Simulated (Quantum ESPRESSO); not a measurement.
# MnSe: one coupling from two orders, and a test

Aim: get Heisenberg couplings of MnSe from the energies of collinear orders, with pencil and paper, and test them on an order left out of the fit.

Calculated with Quantum ESPRESSO 7.5; PBEsol with U = 4 eV on Mn d (ortho-atomic projectors); plane waves with GBRV 1.5 PBEsol potentials, no spin-orbit coupling.

The database entry behind the starting cell differs from later determinations by our own check (about 0.4 % short), so it need not match the best structure at ambient conditions.

## Step 1: Set-up

It takes space group Fm-3m (No. 225, cubic). Conventional cell: a = 5.440 Å, b = 5.440 Å, c = 5.440 Å, α = 90.00°, β = 90.00°, γ = 90.00°. Nearest to Mn lie 6 Se at 2.72 Å. Nearest to Se lie 6 Mn at 2.72 Å. Farther neighbours and most contacts between anions are not listed.

The cell comes from the Crystallography Open Database.

## Step 2: The parallel order

All energies count from this run.

pw.in reads:

```
&CONTROL
  calculation = 'scf'
  prefix = 'pwscf'
  outdir = './tmp'
  pseudo_dir = './pseudo'
  disk_io = 'nowf'
/
&SYSTEM
  ibrav = 0
  nat = 2
  ntyp = 2
  ecutwfc = 40
  ecutrho = 280
  nbnd = 19
  occupations = 'smearing'
  smearing = 'fd'
  degauss = 0.00367493
  nspin = 2
  starting_magnetization(1) = 0.3
  starting_magnetization(2) = 0
/
&ELECTRONS
  conv_thr = 4d-09
  electron_maxstep = 150
  mixing_beta = 0.3
/
ATOMIC_SPECIES
Mn     54.9380 mn_pbesol_v1.5.uspp.F.UPF
Se     78.9710 se_pbesol_v1.uspp.F.UPF
CELL_PARAMETERS angstrom
   0.0000000000    2.7200000000    2.7200000000
   2.7200000000    0.0000000000    2.7200000000
   2.7200000000    2.7200000000    0.0000000000
ATOMIC_POSITIONS crystal
Mn      0.0000000000    0.0000000000    0.0000000000
Se      0.5000000000    0.5000000000    0.5000000000
K_POINTS automatic
6 6 6 0 0 0
HUBBARD {ortho-atomic}
U Mn-3d 4.0000
```

Started as:

```sh
> OMP_NUM_THREADS=1 mpirun -n 4 pw.x -nk 4 -in pw.in > pw.out
```

The log of the run:

```text
Program PWSCF v.7.5 starts
     [... lines left out ...]
     number of atoms/cell      =            2
     [... lines left out ...]
     number of electrons       =        21.00
     number of Kohn-Sham states=           19
     kinetic-energy cutoff     =      40.0000  Ry
     charge density cutoff     =     280.0000  Ry
     scf convergence threshold =      4.0E-09
     [... lines left out ...]
     48 Sym. Ops., with inversion, found
     [... lines left out ...]
     number of k points=    16  Fermi-Dirac smearing, width (Ry)=  0.0037
     [... lines left out ...]
     iteration # 11     ecut=    40.00 Ry     beta= 0.30
     [... lines left out ...]
     Magnetic moment per site  (integrated on atomic sphere of radius R)
     atom   1 (R=0.292)  charge= 13.2980  magn=  4.5636
     atom   2 (R=0.292)  charge=  4.4028  magn=  0.0805
     [... lines left out ...]
     Tr[ns(  1)] (up, down, total) =   4.97390  0.26303  5.23693
     [... lines left out ...]
     the Fermi energy is     9.5967 ev
!    total energy              =    -254.36283015 Ry
     estimated scf accuracy    <          5.4E-10 Ry
     smearing contrib. (-TS)   =      -0.00011101 Ry
     [... lines left out ...]
     total magnetization       =     5.00 Bohr mag/cell
     absolute magnetization    =     5.00 Bohr mag/cell
     convergence has been achieved in  11 iterations
   JOB DONE.
```

Elapsed: 4.4 s, on 4 MPI ranks of AMD EPYC 9R14 (Zen 4), shared host; peak memory 0.36 GiB; 16 s of CPU time.

Spin moment in the atom's sphere by atom:

| atom | spin moment in the atom's sphere (μB) |
| --- | --- |
| Mn1 | 4.56 |
| Se2 | 0.08 |

This step gave:

```
smearing term TS       : 0.001510 eV
magnetization          : 5 μB
absolute magnetization : 5 μB
final state            : ferromagnetic
```

## Step 3: The orders used for the fit

The other orders were run with the same settings, on meshes that hold the same points. Free energies are divided by the number of Mn atoms; q is in fractions of the reciprocal vectors of the first run's cell.

```csv
order,atoms,mesh,free energy (eV),eV per Mn,largest moment (μB)
F +,2,6×6×6,-3460.7826,-3460.7826,4.56
"AF q=(0,1/2,1/2) +-",4,6×3×6,-6921.5853,-3460.7926,4.54
```

## Step 4: Counting neighbours

With E = −Σ J e_i·e_j over ordered pairs of unit vectors, turning a neighbour from parallel to opposed costs 2J a Mn atom. So an order lies 2 Σ n J over the parallel one, n being the opposed neighbours in each shell.

```
shell  distance (Å)  neighbours  opposed in AF q=(0,1/2,1/2) +-  opposed in AF q=(0,0,1/2) +-
   J1          3.85          12                               8                             6
   J2          5.44           6                               0                             6
```

Only J1 is kept, as an effective coupling that takes up all reversed shells.

## Step 5: Solving

```
2 × 8 × J1 = -10.0 meV    (AF q=(0,1/2,1/2) +-)
J1 = -0.62 meV
```

## Step 6: The test

The couplings now give the orders that were left out:

```
2 × 6 × (-0.62) = -7.4 meV    (AF q=(0,0,1/2) +-)
```

The runs themselves:

```
            order  atoms   mesh  free energy (eV)   eV per Mn  largest moment (μB)  over the parallel order (meV)  foretold (meV)
AF q=(0,0,1/2) +-      4  6×6×3        -6921.6426  -3460.8213                 4.47                          -38.7            -7.4
```

## Step 7: One more shell

One way to take up the miss is the next shell. Both differences then fix both couplings, and no order is left for a test.

```
2 × 8 × J1 = -10.0 meV    (AF q=(0,1/2,1/2) +-)
2 × 6 × J1 + 2 × 6 × J2 = -38.7 meV    (AF q=(0,0,1/2) +-)
J1 = -0.62 meV
J2 = -2.60 meV
```

## Step 8: Results

| Property | Result |
| --- | --- |
| effective J1 (Mn–Mn at 3.85 Å) | -0.62 meV |
| largest miss on the orders left out | 31 meV |
| J1 with two shells | -0.62 meV |
| J2 with two shells | -2.6 meV |

**Reading.** The model misses the order left out by 31 meV, 81 % of the largest energy difference, so it fails: these couplings alone don't describe the crystal. With the next shell added the couplings are J1 = -0.62 and J2 = -2.60 meV, untested. The largest moment changes by 2.0 % between the orders. Shells that were dropped are folded into the couplings or show in the miss.

[Logs and program files are shortened in this print: banners, set-up blocks, solver, clock and traceback lines can be left out without a mark of their own.]

[Logs are printed without paths, hosts, clocks, repeated set-up lines and the standing remarks that a program may print on its own settings, such as how far it seeks lower states.]

[Hosts, paths, dates, database ids (printed as entryN), source tags and the programs' standing remarks are cut or masked in the printed files.]

[Where a cell is said to come from a database of computed structures, the database is the Materials Project.]
